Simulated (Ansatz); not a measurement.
# Pt(111) with 4 thermally displaced layers, 2x2: scattering by thermal displacements, part 2 of 2

Wanted: the phonon-limited resistivity of Pt at 300 K by the Landauer route. The measured value for the pure metal at this temperature is 10.8 µΩ cm (CRC Handbook of Chemistry and Physics, 84th ed., 2003, Electrical Resistivity of Pure Metals).

Ansatz 0.2.0; Ansatz plane-wave DFT, PBE, PAW files; ballistic transport by layer matching (Landauer), zero bias; PAW set soft_1.

So far. Step 2 (With 4 displaced layers): Over the solved energies the transmission per spin lies between 5.53 and 6.13, out of 6.75 channels of the lead on average (up to 7.16).

### 3. With 8 displaced layers

Each atom of 8 layers is moved at random, by amounts drawn from a normal law 0.0629 Å wide in each direction from the Debye model (240 K) at 300 K. A fresh draw is used; the growth of the resistance with length is what counts.

System of this step: Pt(111) with 8 thermally displaced layers, 2x2. The cell holds 56 atoms: 56 Pt. Cell: a = 5.546 Å, b = 5.546 Å, c = 31.740 Å, α = 87.5°, β = 92.5°, γ = 120.0°. It derives from Pt. Regions: lead, 24 atoms (24 Pt); scattering region, 32 atoms (32 Pt). The structure is stacked along c, and the current runs across the ab planes.

input.yaml

```yaml
crystal:
  lattice:
    - [5.5462627489, 0.0, 0.0]
    - [-2.7731313745, 4.8032044366, 0.0]
    - [-1.3865656872, 0.8005340728, 31.6995319999]
  atoms:
    - { symbol: Pt, position: [0.005952381, 0.994047619, 0.0357142857] }
    - { symbol: Pt, position: [0.005952381, 0.494047619, 0.0357142857] }
    - { symbol: Pt, position: [0.505952381, 0.994047619, 0.0357142857] }
    - { symbol: Pt, position: [0.505952381, 0.494047619, 0.0357142857] }
    - { symbol: Pt, position: [0.1845238095, 0.3154761905, 0.1071428571] }
    - { symbol: Pt, position: [0.1845238095, 0.8154761905, 0.1071428571] }
    - { symbol: Pt, position: [0.6845238095, 0.3154761905, 0.1071428571] }
    - { symbol: Pt, position: [0.6845238095, 0.8154761905, 0.1071428571] }
    - { symbol: Pt, position: [0.3630952381, 0.1369047619, 0.1785714286] }
    - { symbol: Pt, position: [0.3630952381, 0.6369047619, 0.1785714286] }
    - { symbol: Pt, position: [0.8630952381, 0.1369047619, 0.1785714286] }
    - { symbol: Pt, position: [0.8630952381, 0.6369047619, 0.1785714286] }
    - { symbol: Pt, position: [0.0708187032, 0.9754314959, 0.2507089067] }
    - { symbol: Pt, position: [0.0281554377, 0.4580579905, 0.2513021965] }
    - { symbol: Pt, position: [0.5297885174, 0.9633638491, 0.250852686] }
    - { symbol: Pt, position: [0.5415883967, 0.4430505447, 0.2486874339] }
    - { symbol: Pt, position: [0.2082080581, 0.2638727291, 0.3248788154] }
    - { symbol: Pt, position: [0.2166836139, 0.7841540037, 0.3209156619] }
    - { symbol: Pt, position: [0.7470424063, 0.2968376534, 0.322684902] }
    - { symbol: Pt, position: [0.6958227675, 0.7802169987, 0.3227847447] }
    - { symbol: Pt, position: [0.4067495513, 0.0924989558, 0.3964713201] }
    - { symbol: Pt, position: [0.3798183884, 0.5922211363, 0.3947119262] }
    - { symbol: Pt, position: [0.9125348788, 0.1273419144, 0.3932310932] }
    - { symbol: Pt, position: [0.8887986736, 0.5966084455, 0.3906927242] }
    - { symbol: Pt, position: [0.0672140344, 0.9306797683, 0.4654385261] }
    - { symbol: Pt, position: [0.0876768615, 0.4121819122, 0.4676362607] }
    - { symbol: Pt, position: [0.5842851259, 0.9433730543, 0.4634272318] }
    - { symbol: Pt, position: [0.5710185353, 0.4255480413, 0.4663317247] }
    - { symbol: Pt, position: [0.2535017445, 0.2368257436, 0.5330538162] }
    - { symbol: Pt, position: [0.2436804526, 0.7503011488, 0.5376774998] }
    - { symbol: Pt, position: [0.7473459758, 0.229694241, 0.5374460691] }
    - { symbol: Pt, position: [0.7369739773, 0.7345073767, 0.5369461488] }
    - { symbol: Pt, position: [0.4113499496, 0.0707265325, 0.605989103] }
    - { symbol: Pt, position: [0.4353340565, 0.5644183454, 0.6075437752] }
    - { symbol: Pt, position: [0.937899654, 0.0550784234, 0.6099615448] }
    - { symbol: Pt, position: [0.9486636273, 0.5761365732, 0.609453504] }
    - { symbol: Pt, position: [0.1275743871, 0.8979297907, 0.6787213775] }
    - { symbol: Pt, position: [0.0957810759, 0.3853912607, 0.6770450043] }
    - { symbol: Pt, position: [0.5984689125, 0.8904761887, 0.6774436428] }
    - { symbol: Pt, position: [0.5946816665, 0.373161865, 0.6791038659] }
    - { symbol: Pt, position: [0.3043847399, 0.2256505162, 0.7499723986] }
    - { symbol: Pt, position: [0.3130372752, 0.7263104432, 0.752281491] }
    - { symbol: Pt, position: [0.7730052008, 0.2243060236, 0.7506736769] }
    - { symbol: Pt, position: [0.799027553, 0.7130666126, 0.7507592446] }
    - { symbol: Pt, position: [0.4702380952, 0.0297619048, 0.8214285714] }
    - { symbol: Pt, position: [0.4702380952, 0.5297619048, 0.8214285714] }
    - { symbol: Pt, position: [0.9702380952, 0.0297619048, 0.8214285714] }
    - { symbol: Pt, position: [0.9702380952, 0.5297619048, 0.8214285714] }
    - { symbol: Pt, position: [0.1488095238, 0.8511904762, 0.8928571429] }
    - { symbol: Pt, position: [0.1488095238, 0.3511904762, 0.8928571429] }
    - { symbol: Pt, position: [0.6488095238, 0.8511904762, 0.8928571429] }
    - { symbol: Pt, position: [0.6488095238, 0.3511904762, 0.8928571429] }
    - { symbol: Pt, position: [0.3273809524, 0.1726190476, 0.9642857143] }
    - { symbol: Pt, position: [0.3273809524, 0.6726190476, 0.9642857143] }
    - { symbol: Pt, position: [0.8273809524, 0.1726190476, 0.9642857143] }
    - { symbol: Pt, position: [0.8273809524, 0.6726190476, 0.9642857143] }
kpoints:
  mp_grid: { grid: [5, 5, 1] }
hamiltonian:
  xc: pbe
  pseudopotentials: { kind: paw, azcp: { folder: soft_1 } }
scf:
  occupations: { method: fermi_dirac, width: 0.1 }
output:
  transmission:
    leads: [[0, 4]]
    kmesh: [10, 10]
    e_range: [-0.05, 0.05]
    de: 0.05
  write_potential: true
  write_density: true
  volumetric_format: npy
```

On the command line:

```
> ansatz run input.yaml --threads 4 --pin off --max-ram 15360MiB --backend cpu --events-out ev --progress --plain --runs-dir out
```

Numbers of over 12 decimals in the logs are rounded to 6 here.

The log of the run:

```text
[...]
Crystal: 56 atoms, lattice volume = 844.470 Å³
Basis set: ecut = 420 eV, 16521 PW (Γ)
Bands: 605, of which v1, the nominal top of the filled ones, is band 504 counted from 1 (503 counted from 0)
Symmetry: 1 space group operations
[...]
k-points: 13 of 25 (time reversal used)
[...]
SCF iter   1: F=—  HF=-701399.410224 eV  |F-HF|=—  |Δ(HF+E_count)|=         —  Δρ=8.54e-2  dr2=5.95e1  ethr=3.10e-3  ⟨swp⟩=4.2  Hψ=23017  notcnv=0  defer=319
[...]
SCF iter   9: F=-701381.135656 eV  HF=-701381.135656 eV  |F-HF|=6.95e-8  |Δ(HF+E_count)|=   4.56e-8  Δρ=1.36e-6  dr2=7.66e-8  ethr=9.92e-12  ⟨swp⟩=8.1  Hψ=24779  notcnv=0
SCF 1 converged in 9 iterations: F = -701381.135656 eV  dr2 = 7.66e-8
[...]
transmission: 303 of 3016 steps passed
transmission: 605 of 3016 steps passed
[...]
transmission: 3016 of 3016 steps passed
SCF converged after 9 iterations
Free energy (F): -701381.135656 eV
[...]
Internal energy: -701378.027642 eV  (E = F + TS)
E sigma→0 (E₀):  -701379.581649 eV
Entropy (-TS):   -3.108013 eV (-55.500 meV/atom)
Fermi energy:    23.435889 eV
[...]
--- Band table (eV; the first three rows and the last of 13) ---
  k-point 0: bands = [... 500 lower, 23.6208, 23.6240, 23.6380, 23.6518, 23.6659, 23.6758, 23.6925, 23.7002, ... 97 higher]
  k-point 1: bands = [... 500 lower, 23.4191, 23.4375, 23.4439, 23.4582, 23.4751, 23.4885, 23.5239, 23.5426, ... 97 higher]
  k-point 2: bands = [... 500 lower, 23.4438, 23.4503, 23.4638, 23.4828, 23.4866, 23.5190, 23.5278, 23.5424, ... 97 higher]
  k-point 12: bands = [... 500 lower, 23.3268, 23.3465, 23.3741, 23.4002, 23.4185, 23.4342, 23.4521, 23.4996, ... 97 higher]
--- Transmission ---
  basis      : 241 plane waves across, 58 finite elements along
  points     : 52, standing for a mesh of 10 x 10
[...]
channels       : 6.890000e0 a spin
[...]
junction   : crystal 0 to crystal 0, 0.70 to 30.13 Å
    transmission   : 5.012407e0 a spin
[...]
```

Elapsed: 16 min, on 4 threads of Intel Xeon Platinum 8259CL at 2.50GHz (Skylake/Cascade Lake), shared host; peak memory 9.7 GiB; 54 min of CPU time.

This step gave:

| Item | Value |
| --- | --- |
| free energy | -701381.1357 eV |
| energy at zero smearing | -701379.5816 eV |
| Fermi energy | 23.44 eV |
| transmission per spin nearest the Fermi level | 5.012 |
| step of the lead's potential | 4.5 meV |

Per spin. Table of transmission, zone mean by energy, zero at the Fermi level:

| energy (eV) | transmission, zone mean |
| --- | --- |
| -0.0500 | 5.18 |
| 0.0000 | 5.01 |
| 0.0500 | 4.76 |

Over the solved energies the transmission per spin lies between 4.76 and 5.18, out of 6.75 channels of the lead on average (up to 7.16).

### 4. With 12 displaced layers

Each atom of 12 layers is moved at random, by amounts drawn from a normal law 0.0629 Å wide in each direction from the Debye model (240 K) at 300 K. A fresh draw is used; the growth of the resistance with length is what counts.

System of this step: Pt(111) with 12 thermally displaced layers, 2x2. The cell holds 72 atoms: 72 Pt. Cell: a = 5.546 Å, b = 5.546 Å, c = 40.757 Å, α = 90.0°, β = 90.0°, γ = 120.0°. It derives from Pt. Regions: lead, 24 atoms (24 Pt); scattering region, 48 atoms (48 Pt). The structure is stacked along c, and the current runs across the ab planes.

input.yaml

```yaml
crystal:
  lattice:
    - [5.5462627489, 0.0, 0.0]
    - [-2.7731313745, 4.8032044366, 0.0]
    - [0.0, 0.0, 40.7565411427]
  atoms:
    - { symbol: Pt, position: [0.0, 0.0, 0.0277777778] }
    - { symbol: Pt, position: [0.0, 0.5, 0.0277777778] }
    - { symbol: Pt, position: [0.5, 0.0, 0.0277777778] }
    - { symbol: Pt, position: [0.5, 0.5, 0.0277777778] }
    - { symbol: Pt, position: [0.1666666667, 0.3333333333, 0.0833333333] }
    - { symbol: Pt, position: [0.1666666667, 0.8333333333, 0.0833333333] }
    - { symbol: Pt, position: [0.6666666667, 0.3333333333, 0.0833333333] }
    - { symbol: Pt, position: [0.6666666667, 0.8333333333, 0.0833333333] }
    - { symbol: Pt, position: [0.3333333333, 0.1666666667, 0.1388888889] }
    - { symbol: Pt, position: [0.3333333333, 0.6666666667, 0.1388888889] }
    - { symbol: Pt, position: [0.8333333333, 0.1666666667, 0.1388888889] }
    - { symbol: Pt, position: [0.8333333333, 0.6666666667, 0.1388888889] }
    - { symbol: Pt, position: [0.0012719977, 0.9953013867, 0.1915105727] }
    - { symbol: Pt, position: [0.9935042823, 0.489478169, 0.1961109369] }
    - { symbol: Pt, position: [0.4972725561, 0.0010927943, 0.1931336595] }
    - { symbol: Pt, position: [0.4941354138, 0.4998490181, 0.1921527851] }
    - { symbol: Pt, position: [0.1693813253, 0.3319447181, 0.2481706535] }
    - { symbol: Pt, position: [0.1428353493, 0.8400498121, 0.2495408828] }
    - { symbol: Pt, position: [0.6591120103, 0.330241781, 0.2528024866] }
    - { symbol: Pt, position: [0.6666690326, 0.8344672852, 0.2477057214] }
    - { symbol: Pt, position: [0.3580152783, 0.1786777044, 0.3072016388] }
    - { symbol: Pt, position: [0.3398738799, 0.6786667968, 0.306127858] }
    - { symbol: Pt, position: [0.8392890643, 0.1646742751, 0.3032816189] }
    - { symbol: Pt, position: [0.8323323025, 0.641335683, 0.3051853776] }
    - { symbol: Pt, position: [0.990855105, 0.9863476877, 0.3620570468] }
    - { symbol: Pt, position: [0.9948692263, 0.4942808603, 0.3619131308] }
    - { symbol: Pt, position: [0.503688588, 0.0181834434, 0.3616533413] }
    - { symbol: Pt, position: [0.4818959296, 0.4745471981, 0.3590934897] }
    - { symbol: Pt, position: [0.1786571911, 0.3326708644, 0.416229857] }
    - { symbol: Pt, position: [0.1769010298, 0.816541889, 0.4157631049] }
    - { symbol: Pt, position: [0.6651467197, 0.3410092041, 0.4156429545] }
    - { symbol: Pt, position: [0.6492054637, 0.8123199683, 0.417791918] }
    - { symbol: Pt, position: [0.3393546245, 0.1604303135, 0.4724742256] }
    - { symbol: Pt, position: [0.315589873, 0.6604900565, 0.4743481458] }
    - { symbol: Pt, position: [0.8499948966, 0.196912145, 0.4710077293] }
    - { symbol: Pt, position: [0.8386325041, 0.6641072567, 0.4730951746] }
    - { symbol: Pt, position: [0.9962448583, 0.9926532317, 0.5264392055] }
    - { symbol: Pt, position: [0.0342543988, 0.4989874588, 0.5246664431] }
    - { symbol: Pt, position: [0.4970847849, 0.0088763677, 0.5270063572] }
    - { symbol: Pt, position: [0.5219851357, 0.513122617, 0.5275427474] }
    - { symbol: Pt, position: [0.1547359629, 0.3201792616, 0.5822534143] }
    - { symbol: Pt, position: [0.1578486668, 0.849100351, 0.5857874906] }
    - { symbol: Pt, position: [0.6446905789, 0.3178636607, 0.5806048464] }
    - { symbol: Pt, position: [0.6354062631, 0.7926675926, 0.581571008] }
    - { symbol: Pt, position: [0.3457742531, 0.1621413913, 0.6402073544] }
    - { symbol: Pt, position: [0.3393143719, 0.6897159509, 0.6391962454] }
    - { symbol: Pt, position: [0.8457096205, 0.2000810129, 0.6383882888] }
    - { symbol: Pt, position: [0.8208095458, 0.6693099151, 0.6388289736] }
    - { symbol: Pt, position: [0.0060566165, 0.9879346869, 0.6956859739] }
    - { symbol: Pt, position: [0.0052974697, 0.4912591583, 0.6946962998] }
    - { symbol: Pt, position: [0.5059362368, 0.0307094913, 0.6933580873] }
    - { symbol: Pt, position: [0.4878867853, 0.4860468792, 0.6939104433] }
    - { symbol: Pt, position: [0.1716256967, 0.3433846304, 0.7490581319] }
    - { symbol: Pt, position: [0.1552886986, 0.8147897584, 0.7487234713] }
    - { symbol: Pt, position: [0.7047257378, 0.3469644778, 0.7487944071] }
    - { symbol: Pt, position: [0.6451183681, 0.8205617632, 0.749966535] }
    - { symbol: Pt, position: [0.3288547593, 0.1569220777, 0.803570609] }
    - { symbol: Pt, position: [0.3524158644, 0.6725797806, 0.8049776663] }
    - { symbol: Pt, position: [0.8273655244, 0.1597344665, 0.8010257801] }
    - { symbol: Pt, position: [0.827637263, 0.6526519335, 0.804008599] }
    - { symbol: Pt, position: [0.0, 0.0, 0.8611111111] }
    - { symbol: Pt, position: [0.0, 0.5, 0.8611111111] }
    - { symbol: Pt, position: [0.5, 0.0, 0.8611111111] }
    - { symbol: Pt, position: [0.5, 0.5, 0.8611111111] }
    - { symbol: Pt, position: [0.1666666667, 0.3333333333, 0.9166666667] }
    - { symbol: Pt, position: [0.1666666667, 0.8333333333, 0.9166666667] }
    - { symbol: Pt, position: [0.6666666667, 0.3333333333, 0.9166666667] }
    - { symbol: Pt, position: [0.6666666667, 0.8333333333, 0.9166666667] }
    - { symbol: Pt, position: [0.3333333333, 0.1666666667, 0.9722222222] }
    - { symbol: Pt, position: [0.3333333333, 0.6666666667, 0.9722222222] }
    - { symbol: Pt, position: [0.8333333333, 0.1666666667, 0.9722222222] }
    - { symbol: Pt, position: [0.8333333333, 0.6666666667, 0.9722222222] }
kpoints:
  mp_grid: { grid: [5, 5, 1] }
hamiltonian:
  xc: pbe
  pseudopotentials: { kind: paw, azcp: { folder: soft_1 } }
scf:
  occupations: { method: fermi_dirac, width: 0.1 }
output:
  transmission:
    leads: [[0, 4]]
    kmesh: [10, 10]
    e_range: [-0.05, 0.05]
    de: 0.05
  write_potential: true
  write_density: true
  volumetric_format: npy
```

The log of the run:

```text
[...]
Crystal: 72 atoms, lattice volume = 1085.747 Å³
Basis set: ecut = 420 eV, 21305 PW (Γ)
Bands: 778, of which v1, the nominal top of the filled ones, is band 648 counted from 1 (647 counted from 0)
Symmetry: 1 space group operations
[...]
k-points: 13 of 25 (time reversal used)
[...]
SCF iter   1: F=—  HF=-901798.176476 eV  |F-HF|=—  |Δ(HF+E_count)|=         —  Δρ=8.55e-2  dr2=7.83e1  ethr=3.10e-3  ⟨swp⟩=4.2  Hψ=29482  notcnv=0  defer=449
[...]
SCF iter  10: F=-901774.672350 eV  HF=-901774.672350 eV  |F-HF|=5.24e-9  |Δ(HF+E_count)|=   1.63e-9  Δρ=3.51e-7  dr2=5.91e-9  ethr=7.72e-12  ⟨swp⟩=8.2  Hψ=30412  notcnv=0
SCF 1 converged in 10 iterations: F = -901774.672350 eV  dr2 = 5.91e-9
[...]
transmission: 396 of 3952 steps passed
transmission: 792 of 3952 steps passed
[...]
transmission: 3952 of 3952 steps passed
SCF converged after 10 iterations
Free energy (F): -901774.672350 eV
[...]
Internal energy: -901770.638893 eV  (E = F + TS)
E sigma→0 (E₀):  -901772.655622 eV
Entropy (-TS):   -4.033458 eV (-56.020 meV/atom)
Fermi energy:    23.436697 eV
[...]
--- Band table (eV; the first three rows and the last of 13) ---
  k-point 0: bands = [... 644 lower, 23.6121, 23.6145, 23.6289, 23.6348, 23.6487, 23.6575, 23.6750, 23.6860, ... 126 higher]
  k-point 1: bands = [... 644 lower, 23.4306, 23.4323, 23.4474, 23.4583, 23.4670, 23.4872, 23.4928, 23.5209, ... 126 higher]
  k-point 2: bands = [... 644 lower, 23.4311, 23.4370, 23.4628, 23.4857, 23.5009, 23.5084, 23.5232, 23.5327, ... 126 higher]
  k-point 12: bands = [... 644 lower, 23.3541, 23.3813, 23.4022, 23.4197, 23.4263, 23.4389, 23.4493, 23.4586, ... 126 higher]
--- Transmission ---
  basis      : 241 plane waves across, 76 finite elements along
  points     : 52, standing for a mesh of 10 x 10
[...]
channels       : 6.890000e0 a spin
[...]
junction   : crystal 0 to crystal 0, 0.70 to 39.19 Å
    transmission   : 4.039011e0 a spin
[...]
```

Wall time 25 min (4 threads); peak memory 8.6 GiB; 90 min of CPU time.

Numbers from this step:

```yaml
free_energy: -901774.6724 eV
energy_at_zero_smearing: -901772.6556 eV
transmission_per_spin_nearest_the_fermi_level: 4.039
step_of_the_lead_s_potential: 14.6 meV
```

Per spin. The transmission, zone mean by energy, zero at the Fermi level:

| energy (eV) | transmission, zone mean |
| --- | --- |
| -0.0500 | 4.14 |
| 0.0000 | 4.04 |
| 0.0500 | 3.88 |

Over the solved energies the transmission per spin lies between 3.88 and 4.14, out of 6.71 channels of the lead on average (up to 7.04).

### 5. Resistance against length

This step: Ansatz plane-wave DFT, PBE, PAW files; ballistic transport by layer matching (Landauer), zero bias; resistivity from the slope of the area resistance; PAW set soft_1 (Ansatz 0.2.0).

Numbers from this step:

```yaml
resistivity: 14.55 µΩ cm
intercept: -0.06241 fΩ m²
scatter_about_the_fit: 0.01420 fΩ m²
```

Resistance, by row:

| run | length (Å) | T | channels N | RA (fΩ m²) |
| --- | --- | --- | --- | --- |
| n4 | 9.057 | 5.842 | 6.753 | 0.07939 |
| n8 | 18.11 | 4.982 | 6.753 | 0.181 |
| n12 | 27.17 | 4.021 | 6.713 | 0.3429 |

Table of area resistance by length of the displaced region:

| length of the displaced region (Å) | area resistance (fΩ m²) |
| --- | --- |
| 9.06 | 0.0794 |
| 18.11 | 0.181 |
| 27.17 | 0.343 |

The area resistance goes from 0.079 to 0.34 fΩ m² between 9.1 and 27.2 Å, a slope of 15 µΩ cm.

By hand from the end points: (0.3429 − 0.07939) fΩ m² / (27.17 − 9.06) Å = 15 µΩ cm, since 1 fΩ m² per Å is 1000 µΩ cm.

### 6. What came out

| Quantity | Value |
| --- | --- |
| resistivity from the slope | 14.5 µΩ cm |
| area resistance over 9.06 Å | 0.0794 fΩ m² |
| area resistance over 18.1 Å | 0.181 fΩ m² |
| area resistance over 27.2 Å | 0.343 fΩ m² |

In words: The slope gives 15 µΩ cm. The points scatter by 0.014 fΩ m² about the line, with one random draw a length in a 2x2 cell, so the slope is a rough value. The mean square of the displacements drawn is 0.78, 0.99 and 1.2 of the nominal one at the three lengths; with each resistance scaled back by that, the slope is 10 µΩ cm, the value used below. Read with a model of isotropic scattering on a spherical Fermi surface and the lead's 2.0×10¹⁵ S/m², this slope means a mean free path near 39 Å; over these lengths the model's slope is 1.06 times its bulk resistivity, which would be 9.9 µΩ cm. Uncorrelated displacements put too much weight on short waves, which scatter strongly; with the sideways repeat of a small cell, one draw and three short lengths, the method is good to a factor of two or three. The measured value is 10.8 µΩ cm (CRC Handbook of Chemistry and Physics, 84th ed., 2003, Electrical Resistivity of Pure Metals); the scaled slope is 0.97 times that and the corrected value 0.91: fair for so small a cell. Spin-orbit coupling is left out, which matters for Pt.

[Logs are printed without paths, hosts, clocks, repeated set-up lines and the standing remarks that a program may print on its own settings, such as how far it seeks lower states.]

[Hosts, paths, dates, database ids (printed as entryN), source tags and the programs' standing remarks are cut or masked in the printed files.]
